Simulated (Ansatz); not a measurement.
# BaIBr (Pnma): how G0W0 depends on its starting point

How much of the starting functional survives in the G0W0 gap of BaIBr (Pnma)?

Main program and level: Ansatz 0.2.0; G0W0 on several functionals, plane waves, PAW.

In doubt: masses and optical values from hybrid runs of this build are listed as unsure (step 4), which bears on the screening that GW takes from such a start.

## 1. Set-up

It takes space group Pnma (No. 62, orthorhombic). The conventional cell has a = 8.814 Å, b = 5.124 Å, c = 10.192 Å, α = 90.00°, β = 90.00°, γ = 90.00°. Nearest to Ba lie 4 Br at 3.31 to 3.34 Å and 5 I at 3.67 to 3.76 Å. I has 5 Ba at 3.67 to 3.76 Å nearest. Nearest to Br lie 4 Ba at 3.31 to 3.34 Å. Farther neighbours and most contacts between anions are not listed.

The cell and positions are those that the Materials Project relaxed with its own functionals (PBE, PBE+U or r2SCAN), kept fixed. Spin-orbit coupling is left out unless a step names it. The default PAW set here is soft_2. Its files were made with PBE.

## 2. G0W0 on PBEsol

Now the one-shot GW correction: screening in the RPA, then the self-energy of the levels asked for.

This step: G0W0 on PBEsol, plane waves, PAW.

input.yaml reads:

```yaml
crystal:
  lattice:
    - [8.81446039, 0.0, 0.0]
    - [0.0, 5.12429103, 0.0]
    - [0.0, 0.0, 10.19167839]
  atoms:
    - { symbol: Ba, position: [0.72882454, 0.25, 0.37513703] }
    - { symbol: Ba, position: [0.27117546, 0.75, 0.62486297] }
    - { symbol: Ba, position: [0.77117546, 0.75, 0.87513703] }
    - { symbol: Ba, position: [0.22882454, 0.25, 0.12486297] }
    - { symbol: I, position: [0.47161056, 0.25, 0.83177655] }
    - { symbol: I, position: [0.52838944, 0.75, 0.16822345] }
    - { symbol: I, position: [0.02838944, 0.75, 0.33177655] }
    - { symbol: I, position: [0.97161056, 0.25, 0.66822345] }
    - { symbol: Br, position: [0.8564719, 0.25, 0.06668585] }
    - { symbol: Br, position: [0.1435281, 0.75, 0.93331415] }
    - { symbol: Br, position: [0.6435281, 0.75, 0.56668585] }
    - { symbol: Br, position: [0.3564719, 0.25, 0.43331415] }
kpoints:
  mp_grid: { grid: [2, 4, 2] }
hamiltonian:
  xc: pbesol
scf:
  occupations: { method: fixed }
gw:
  n_empty_bands: 1045
  ecut_chi: 100.0
  qp_bands: [v4, c4]
  qp_kpoints: band_edges
  screening: { model: contour_deformation }
```

Launch:

```
$ ansatz run input.yaml --threads 3 --pin off --max-ram 92160MiB --backend cuda --events-out ev --progress --plain --runs-dir out --devices 1 --max-vram 13GiB
```

Numbers of over 12 decimals in the logs are rounded to 6 here.

Output:

```text
GPUs: using 1 of 1 available (devices: 1).
Engine: ansatz 0.2.0, x86_64-unknown-linux-gnu
Pseudopotentials: kind: paw
Pseudopotential: Ba, paw, valence charge 10, recommended cutoff 420 eV (normal), Ba.paw.azcp
Pseudopotential: I, paw, valence charge 17, recommended cutoff 420 eV (normal), I.paw.azcp
Pseudopotential: Br, paw, valence charge 7, recommended cutoff 420 eV (normal), Br.paw.azcp
Functional definition: PBEsol
  exchange = pbesol_x
  correlation = pbesol_c
device memory: the entry about to start is reckoned to put 5.0 GiB on a device that reports 45.8 GiB free (of which the cap on the GPU budget leaves the run 13.0 GiB)
GPU FFT provider: cuFFT
GPU libraries: cuBLAS 13.8.2, cuFFT 12.4.0, cuSOLVER 12.3.4
Crystal: 12 atoms, lattice volume = 460.336 Å³
Basis set: ecut = 420 eV, 8947 PW (Γ)
Bands: 82, of which v1, the nominal top of the filled ones, is band 68 counted from 1 (67 counted from 0)
Symmetry: 8 space group operations
Space group: Pnma (ITA 62), of the structure as read, at distance tolerance 7.7e-5 Å
k-points: 12 of 16
Non-local potential: Ba, projectors of the file, l = 0: 3, l = 1: 2, l = 2: 2, l = 3: 2
Non-local potential: I, projectors of the file, l = 0: 2, l = 1: 2, l = 2: 2, l = 3: 2
Non-local potential: Br, projectors of the file, l = 0: 2, l = 1: 2, l = 2: 2
PAW form: soft (Blöchl's): semilocal exchange-correlation on the pseudo side does not see the compensation charge
PAW frozen core: Ba, regenerated for the run's functional, and the local potential with it (the file was generated under x = pbe(κ = 0.804, μ = 0.219515), c = pbe(β = 0.066725))
PAW frozen core: I, regenerated for the run's functional, and the local potential with it (the file was generated under x = pbe(κ = 0.804, μ = 0.219515), c = pbe(β = 0.066725))
PAW frozen core: Br, regenerated for the run's functional, and the local potential with it (the file was generated under x = pbe(κ = 0.804, μ = 0.219515), c = pbe(β = 0.066725))
PAW one-centre angular grid: Ba, 194 points (default); XC on 64 Gauss nodes
PAW one-centre angular grid: I, 590 points (default); XC on 64 Gauss nodes
PAW one-centre angular grid: Br, 110 points (default); XC on 64 Gauss nodes
Initial density: superposition of atomic densities (neutral atoms: chi_scale 0, normalization atom), corrected by the library's trained network
Initial wavefunctions: pseudopotential atomic-orbital guess
GPU buffer pool allocated for 155520 grid points (all kernels)
GPU transforms: local potential and band sums: pruned to the plane-wave sphere, on 60×36×72
Functional: x = pbesol(κ = 0.804, μ = 0.123457), c = pbesol(β = 0.046)
SCF iter   1: F=—  HF=-64150.224709 eV  |F-HF|=—  |Δ(HF+E_count)|=         —  Δρ=2.04e-3  dr2=2.70e-2  ethr=1.77e-3  ⟨swp⟩=8.5  Hψ=4318  notcnv=0  defer=134
preconditioner: auto → Resta (q_TF=auto, 2.227 Å⁻¹)  ε∞=3.1  [insulator: Δε(μ)=3.380 eV  Ē_g=11.219 eV  n_scr=82 (ndim 8)  ℏωp=16.2 eV  f_vac=0.008  ε∞_Penn≈3.1]
SCF iter   2: F=—  HF=-64150.222815 eV  |F-HF|=—  |Δ(HF+E_count)|=   1.89e-3  Δρ=1.05e-3  dr2=5.59e-3  ethr=1.98e-5  ⟨swp⟩=4.4  Hψ=1960  notcnv=0  defer=143
SCF iter   3: F=—  HF=-64150.224224 eV  |F-HF|=—  |Δ(HF+E_count)|=   1.41e-3  Δρ=2.53e-4  dr2=2.83e-4  ethr=4.11e-6  ⟨swp⟩=3.1  Hψ=1523  notcnv=0  defer=143
SCF iter   4: F=—  HF=-64150.224435 eV  |F-HF|=—  |Δ(HF+E_count)|=   2.11e-4  Δρ=4.03e-5  dr2=7.24e-6  ethr=2.08e-7  ⟨swp⟩=2.0  Hψ=1617  notcnv=0  defer=142
SCF iter   5: F=—  HF=-64150.224442 eV  |F-HF|=—  |Δ(HF+E_count)|=   6.93e-6  Δρ=8.78e-6  dr2=3.52e-7  ethr=5.32e-9  ⟨swp⟩=2.4  Hψ=1726  notcnv=0  defer=140
SCF iter   6: F=-64150.224443 eV  HF=-64150.224443 eV  |F-HF|=3.40e-8  |Δ(HF+E_count)|=   6.05e-7  Δρ=2.03e-6  dr2=2.46e-8  ethr=7.35e-11  ⟨swp⟩=18.2  Hψ=6380  notcnv=0
SCF 1 converged in 6 iterations: F = -64150.224443 eV  dr2 = 2.46e-8
  greatest PAW one-centre occupation: 0.999 electrons in one spin orbital (limit 2), on the I atom at site 5 (counted from 0), in its partial waves of l = 2
device memory: the entry about to start is reckoned to put 5.9 GiB (of the 6.1 GiB reckoned in all, the device holds 0.2 GiB already) on a device that reports 42.0 GiB free (of which the cap on the GPU budget leaves the run 12.8 GiB)
NSCF: frozen V_eff on 12 k-points
the band table was solved once the SCF had ended and its energy, with any forces and stress, was formed, with the checks that follow a solve (4418 applications of the Hamiltonian). They found nothing against the state; the energy, forces and stress were not computed again (output.eigenvalues in the input reference)
device memory: the entry about to start is reckoned to put 11.9 GiB on a device that reports 41.8 GiB free (of which the cap on the GPU budget leaves the run 13.0 GiB)
NSCF: frozen V_eff on 12 k-points
G₀W₀ screening: q 1/12
[... further progress lines ...]
SCF converged after 6 iterations
Free energy (F): -64150.224443 eV
Harris-Foulkes:  -64150.224443 eV  (|F-HF|=3.40e-8)
Internal energy: -64150.224443 eV  (E = F + TS)
E sigma→0 (E₀):  -64150.224443 eV
Fermi energy:    4.916338 eV
--- Per-component energies (eV) ---
  E_band       = -1806.983140
  E_kinetic    = 1960.481045
  E_local      = -10554.575911  (includes V_loc(G=0)·N_el)
  E_nonlocal   = 160.578910
  E_hartree    = 4982.711381
  E_xc         = -2223.057226
  E_vxc        = -1472.487215  (∫ρ·V_xc dr)
  E_paw        = -48321.253367  (= ΣΔE_a)
  E_vpaw       = -1866.409000  (= ΣTr[D̂ρ^β])
  E_aug_tail   = 0.000068  (compensation charges beyond the density's cutoff)
  E_ewald      = -10157.732725
  E_core_change = 2.623382  (= ΣΔE_core)
  E_smearing   = -0.000000  (= −TS)
  E_closure    = -0.000000  (closes the sum)
  Σ components = -64150.224443   (vs F -64150.224443, Δ=0.00e0)
--- Band table (eV; the first three rows and the last of 12) ---
  k-point 0: bands = [... 64 lower, 4.5989, 4.7335, 4.7886, 4.9163, 8.3422, 8.9126, 8.9464, 9.0954, ... 10 higher]
  k-point 1: bands = [... 64 lower, 4.5100, 4.5100, 4.6709, 4.6709, 8.8052, 8.8052, 9.0748, 9.0748, ... 10 higher]
  k-point 2: bands = [... 64 lower, 4.3582, 4.4615, 4.5454, 4.7054, 8.9014, 9.3090, 9.4642, 9.6222, ... 10 higher]
  k-point 11: bands = [... 64 lower, 4.5344, 4.5344, 4.5344, 4.5344, 9.8385, 9.8385, 9.8385, 9.8385, ... 10 higher]
--- G₀W₀: contour deformation, 6 samples at zero and on the imaginary axis and 1 off it, 16 q-points, 1045 empty bands' worth ---
  eigenvalues of the whole cell's RPA ε∞ on this k-mesh (on a slab, of 1 + 4πα/V) = 3.8274, 3.8371, 3.8375; static W/v taken at q = 0 is 0.260808
  bands read: the sum over 1113 bands ends inside a degenerate multiplet in 10 slots, whose members it reads at an even weight; the widest, k=10: bands 1113 to 1116 (counted from 1) at 1/4 each
  gw.qp_kpoints: band_edges: 12 of 12 stored k-points solved, in 1 pass; an edge of the gap read off the rows below is read off those points alone
    ik  band        ε_KS         Σx   Σc(E_QP)       V_xc       Z   E_QP_lin       E_QP  E_QP is
     0    65      4.5989   -17.4836     1.8545   -14.5324  0.7863     3.4854     3.5023  root
     0    66      4.7335   -18.2003     1.8932   -15.2198  0.7881     3.6304     3.6463  root
     0    67      4.7886   -18.2784     1.9151   -15.2780  0.7877     3.6875     3.7033  root
     0    68      4.9163   -18.0505     1.8357   -15.1400  0.7888     3.8262     3.8416  root
     0    69      8.3422    -5.0541    -3.6035    -9.2998  0.8221     8.9888     8.9844  root
     0    70      8.9126    -5.9215    -3.6788   -10.2940  0.8272     9.6112     9.6063  root
     0    71      8.9464    -5.5592    -3.7468   -10.0210  0.8182     9.6673     9.6614  root
     0    72      9.0954    -5.4262    -3.7580    -9.8882  0.8178     9.8052     9.7994  root
     1    65      4.5100   -17.8192     1.9158   -14.8000  0.7863     3.3895     3.4066  root
     1    66      4.5100   -17.8192     1.9158   -14.8000  0.7863     3.3895     3.4066  root
     1    67      4.6709   -18.1607     1.9405   -15.1243  0.7867     3.5585     3.5750  root
     1    68      4.6709   -18.1607     1.9405   -15.1243  0.7867     3.5585     3.5750  root
     1    69      8.8052    -5.4321    -3.7277    -9.8569  0.8177     9.5078     9.5023  root
     1    70      8.8052    -5.4321    -3.7277    -9.8569  0.8177     9.5078     9.5023  root
     1    71      9.0748    -5.4500    -3.7648    -9.9287  0.8175     9.7945     9.7886  root
     1    72      9.0748    -5.4500    -3.7648    -9.9287  0.8175     9.7945     9.7886  root
     2    65      4.3582   -18.1089     2.0692   -14.9215  0.7834     3.2219     3.2400  root
     2    66      4.4615   -17.1034     1.8373   -14.1601  0.7857     3.3379     3.3555  root
     2    67      4.5454   -17.7694     1.9147   -14.7528  0.7861     3.4265     3.4436  root
     2    68      4.7054   -17.5976     1.8513   -14.6542  0.7870     3.5967     3.6134  root
     2    69      8.9014    -5.4467    -3.7534    -9.9093  0.8179     9.6163     9.6105  root
     2    70      9.3090    -5.8070    -3.9272   -10.5251  0.8139    10.1076    10.0999  root
     2    71      9.4642    -5.8614    -3.9208   -10.5757  0.8133    10.2655    10.2576  root
     2    72      9.6222    -5.9819    -3.9234   -10.7151  0.8143    10.4400    10.4319  root
[...]
11    65      4.5344   -17.7227     1.9296   -14.6901  0.7856     3.4141     3.4313  root
    11    66      4.5344   -17.7227     1.9296   -14.6901  0.7856     3.4141     3.4313  root
    11    67      4.5344   -17.7227     1.9296   -14.6901  0.7856     3.4141     3.4313  root
    11    68      4.5344   -17.7227     1.9296   -14.6901  0.7856     3.4141     3.4313  root
    11    69      9.8385    -6.1927    -3.9826   -11.0124  0.8113    10.6846    10.6756  root
    11    70      9.8385    -6.1927    -3.9826   -11.0124  0.8113    10.6846    10.6756  root
    11    71      9.8385    -6.1927    -3.9826   -11.0124  0.8113    10.6846    10.6756  root
    11    72      9.8385    -6.1927    -3.9826   -11.0124  0.8113    10.6846    10.6756  root
```

Run time: 95 s. Hardware: 1 × NVIDIA H100 80GB HBM3 (shared by 6 runs) with 3 threads of AMD EPYC 7R13 (Zen 3), shared host; peak memory 5.2 GiB; 3 min of CPU time.

In the SCF lines HF is the Harris–Foulkes energy and dr2 the Hartree energy of the density residual, in eV; the loop may stop once dr2 is under the threshold and the program's other checks hold. Hψ counts applications of the Hamiltonian.

Numbers from this step:

| Quantity | Value |
| --- | --- |
| bands summed | 1113 |
| RPA ε∞ on this mesh (eigenvalues) | 3.827, 3.837, 3.838 |
| plane waves in the screening matrix | 1035 |
| q-points in the mesh | 16 |
| G0W0 gap on the mesh | 5.143 eV |
| k of the valence top | 0, 0, 0 |
| k of the conduction bottom | 0, 0, 0 |
| starting gap on the mesh | 3.426 eV |
| Z at the valence top | 0.7888 |
| Z at the conduction bottom | 0.8221 |
| least direct G0W0 gap on the computed points | 5.143 eV |

The gap on the mesh goes from 3.43 eV to 5.14 eV, a correction of +1.72 eV. Between the two edge states, bare exchange in place of the xc potential would open the gap by 7.16 eV, and correlation takes back 5.44 eV.

## 3. G0W0 on r2SCAN

The same correction from a different start measures what one shot leaves open.

This step: G0W0 on r2SCAN, plane waves, PAW.

input.yaml, as its differences from that of step 2:

```diff
@@ -21,3 +21,3 @@
 hamiltonian:
-  xc: pbesol
+  xc: r2scan
 scf:
```

Output:

```text
GPUs: using 1 of 1 available (devices: 1).
[...]
GPU FFT provider: cuFFT
GPU libraries: cuBLAS 13.8.2, cuFFT 12.4.0, cuSOLVER 12.3.4
Crystal: 12 atoms, lattice volume = 460.336 Å³
Basis set: ecut = 500 eV, 11719 PW (Γ), exchange–correlation on 288×160×300 points (64 copies of the dense FFT grid, shifted against one another)
Bands: 82, of which v1, the nominal top of the filled ones, is band 68 counted from 1 (67 counted from 0)
[... 1 set-up line as in the run before ...]
[...]
k-points: 12 of 16
[...]
GPU buffer pool allocated for 216000 grid points (all kernels)
[...]
SCF iter   1: F=—  HF=-65169.539360 eV  |F-HF|=—  |Δ(HF+E_count)|=         —  Δρ=3.48e-3  dr2=1.01e-1  dr2_τ=2.06e-2  ethr=1.77e-3  ⟨swp⟩=8.4  Hψ=4063  notcnv=0  defer=134
[...]
SCF iter   6: F=-65169.665023 eV  HF=-65169.665023 eV  |F-HF|=3.48e-8  |Δ(HF+E_count)|=   1.82e-6  Δρ=3.96e-6  dr2=5.81e-8  dr2_τ=1.15e-8  ethr=7.35e-11  ⟨swp⟩=17.5  Hψ=7176  notcnv=0
SCF 1 converged in 6 iterations: F = -65169.665023 eV  dr2 = 5.81e-8
[...]
NSCF: frozen V_eff on 12 k-points
[...]
G₀W₀ screening: q 1/12
[... further progress lines ...]
SCF converged after 6 iterations
Free energy (F): -65169.665023 eV
[...]
Internal energy: -65169.665023 eV  (E = F + TS)
E sigma→0 (E₀):  -65169.665023 eV
Fermi energy:    4.736177 eV
[...]
--- Band table (eV; the first three rows and the last of 12) ---
  k-point 0: bands = [... 64 lower, 4.4192, 4.5393, 4.5995, 4.7362, 8.7285, 9.3709, 9.5145, 9.6160, ... 10 higher]
  k-point 1: bands = [... 64 lower, 4.3191, 4.3191, 4.4807, 4.4807, 9.2005, 9.2005, 9.4851, 9.4851, ... 10 higher]
  k-point 2: bands = [... 64 lower, 4.1714, 4.2889, 4.3616, 4.5312, 9.3029, 9.7584, 9.9015, 10.1027, ... 10 higher]
  k-point 11: bands = [... 64 lower, 4.3556, 4.3556, 4.3556, 4.3556, 10.3159, 10.3159, 10.3159, 10.3159, ... 10 higher]
[...]
0    65      4.4192   -17.5540     1.7506   -14.7763  0.8040     3.3797     3.3920  root
     0    66      4.5393   -18.2245     1.7835   -15.4429  0.8055     3.5301     3.5413  root
     0    67      4.5995   -18.2944     1.8026   -15.4943  0.8051     3.5908     3.6020  root
     0    68      4.7362   -18.0759     1.7324   -15.3440  0.8061     3.7256     3.7368  root
     0    69      8.7285    -5.0762    -3.4212    -8.9750  0.8369     9.2082     9.2061  root
     0    70      9.3709    -5.5688    -3.5552    -9.6491  0.8332     9.8987     9.8961  root
     0    71      9.5145    -5.4638    -3.5663    -9.5495  0.8327    10.0364    10.0338  root
     0    72      9.6160    -5.6757    -3.5392    -9.5995  0.8357    10.0020    10.0006  root
[...]
11    69     10.3159    -6.2493    -3.7852   -10.6664  0.8260    10.9521    10.9479  root
    11    70     10.3159    -6.2493    -3.7852   -10.6664  0.8260    10.9521    10.9479  root
    11    71     10.3159    -6.2493    -3.7852   -10.6664  0.8260    10.9521    10.9479  root
    11    72     10.3159    -6.2493    -3.7852   -10.6664  0.8260    10.9521    10.9479  root
```

Wall time 1.7 min (1 × NVIDIA H100 80GB HBM3 (shared by 6 runs) with 3 threads); peak memory 6.5 GiB.

This step gave:

```yaml
bands_summed: 1113
rpa_eps_infinity_on_this_mesh_eigenvalues: 3.373, 3.373, 3.374
plane_waves_in_the_screening_matrix: 1035
q_points_in_the_mesh: 16
g0w0_gap_on_the_mesh: 5.469 eV
k_of_the_valence_top: 0, 0, 0
k_of_the_conduction_bottom: 0, 0, 0
starting_gap_on_the_mesh: 3.992 eV
z_at_the_valence_top: 0.8061
z_at_the_conduction_bottom: 0.8369
least_direct_g0w0_gap_on_the_computed_points: 5.469 eV
```

Against the run with 2×4×2 mesh, 1045 empty bands, screening to 100 eV on PBEsol, the gap moves by +0.33 eV, while the start moved by +0.57 eV.

## 4. G0W0 on HSE06

This step: G0W0 on HSE06, plane waves, PAW.

input.yaml, as its differences from that of step 3:

```diff
@@ -21,3 +21,3 @@
 hamiltonian:
-  xc: r2scan
+  xc: hse06
 scf:
```

Output:

```text
GPUs: using 1 of 1 available (devices: 1).
[...]
davidson cushion auto → on  (no smearing: the cushion is to keep the highest requested band from converging to the state above it; pin scf.eigensolver.cushion to override)
[...]
GPU FFT provider: cuFFT
GPU libraries: cuBLAS 13.8.2, cuFFT 12.4.0, cuSOLVER 12.3.4
Crystal: 12 atoms, lattice volume = 460.336 Å³
Basis set: ecut = 420 eV, 8947 PW (Γ)
[...]
0    71      9.5700    -5.7165    -3.4726    -9.5521  0.8489     9.9340     9.9330  root
     0    72      9.6531    -5.2462    -3.4871    -9.1545  0.8427    10.0758    10.0743  root
[...]
11    69     10.4530    -5.9744    -3.6683   -10.1616  0.8375    10.9743    10.9718  root
    11    70     10.4530    -5.9744    -3.6683   -10.1616  0.8375    10.9743    10.9718  root
    11    71     10.4530    -5.9744    -3.6683   -10.1616  0.8375    10.9743    10.9718  root
    11    72     10.4530    -5.9744    -3.6683   -10.1616  0.8375    10.9743    10.9718  root
[key lines of the parts left out:]
Free energy (F): -65054.405318 eV
Fermi energy:    4.354604 eV
```

Wall time 12 min (1 × NVIDIA H100 80GB HBM3 (shared by 6 runs) with 3 threads); peak memory 6 GiB; 15 min of CPU time.

Numbers from this step:

```yaml
bands_summed: 1113
rpa_eps_infinity_on_this_mesh_eigenvalues: 3.212, 3.215, 3.216
plane_waves_in_the_screening_matrix: 1035
g0w0_gap_on_the_mesh: 5.613 eV
k_of_the_valence_top: 0, 0, 0
k_of_the_conduction_bottom: 0, 0, 0
starting_gap_on_the_mesh: 4.506 eV
least_direct_g0w0_gap_on_the_computed_points: 5.613 eV
```

Against the run with 2×4×2 mesh, 1045 empty bands, screening to 100 eV on r2SCAN, the gap moves by +0.14 eV, while the start moved by +0.51 eV.

## 5. The starts together

All on the 2×4×2 mesh with 1045 empty bands and screening to 100 eV. Times are wall times on 1 × NVIDIA H100 80GB HBM3 (shared by 6 runs) with 3 threads of AMD EPYC 7R13 (Zen 3), shared host, good to a factor of about two.

| start | starting gap (eV) | shift (eV) | G0W0 gap (eV) | RPA ε∞ (harmonic mean) | Z (valence, conduction) | time |
| --- | --- | --- | --- | --- | --- | --- |
| PBEsol | 3.43 | +1.72 | 5.14 | 3.83 | 0.79, 0.82 | 95 s |
| r2SCAN | 3.99 | +1.48 | 5.47 | 3.37 | 0.81, 0.84 | 1.7 min |
| HSE06 | 4.51 | +1.11 | 5.61 | 3.21 | 0.82, 0.85 | 12 min |

How the two edges are built up, in eV (the quasiparticle level is the starting level plus Σx plus Σc less Vxc):

| run | edge | start | Σx | Σc | Vxc | Z | QP |
| --- | --- | --- | --- | --- | --- | --- | --- |
| PBEsol | valence top | 4.92 | -18.05 | 1.84 | -15.14 | 0.79 | 3.84 |
| PBEsol | conduction bottom | 8.34 | -5.05 | -3.60 | -9.30 | 0.82 | 8.98 |
| r2SCAN | valence top | 4.74 | -18.08 | 1.73 | -15.34 | 0.81 | 3.74 |
| r2SCAN | conduction bottom | 8.73 | -5.08 | -3.42 | -8.97 | 0.84 | 9.21 |
| HSE06 | valence top | 4.35 | -18.05 | 1.60 | -15.72 | 0.82 | 3.63 |
| HSE06 | conduction bottom | 8.86 | -4.87 | -3.35 | -8.60 | 0.85 | 9.24 |

For a hybrid start, Vxc holds its share of exact exchange.

## 6. Summary of results

| Quantity | Value |
| --- | --- |
| G0W0@PBEsol | 5.14 eV (start 3.43 eV) |
| G0W0@r2SCAN | 5.47 eV (start 3.99 eV) |
| G0W0@HSE06 | 5.61 eV (start 4.51 eV) |
| known limits | not at the basis limit; no spin-orbit coupling |

What this shows: The starting gaps span 1.08 eV and the G0W0 gaps 0.47 eV. Between PBEsol and HSE06, 0.47 eV of the 1.08 eV survives, 44 %. HSE06 screens less than PBEsol (ε∞ 3.21 against 3.83). Of the 0.47 eV by which its G0W0 gap is higher, the correlation part gives +0.49 eV, and exchange with the one-particle terms, which follow the orbitals, −0.02 eV. The smallest correction, +1.11 eV, is on HSE06, the start nearest to reproducing itself. Bands and cutoff are finite, so the gap is not at the basis limit. The miss can reach some tenths of an eV and take either sign; the mesh is an error of its own. The many-body steps are scalar-relativistic: spin-orbit coupling is not in them.

[Paths, hosts, dates, memory and timing lines, banners, echoed tables and standing remarks are left out of the program output.]

[Logs are printed without paths, hosts, clocks, repeated set-up lines and the standing remarks that a program may print on its own settings, such as how far it seeks lower states.]

[Runs of the session that timed out or met a known fault of the program may be left out.]

[Cells called generated may have been cut or substituted from an entry of the Crystallography Open Database or the Materials Project.]

[Hosts, paths, dates, database ids (printed as entryN), source tags and the programs' standing remarks are cut or masked in the printed files.]
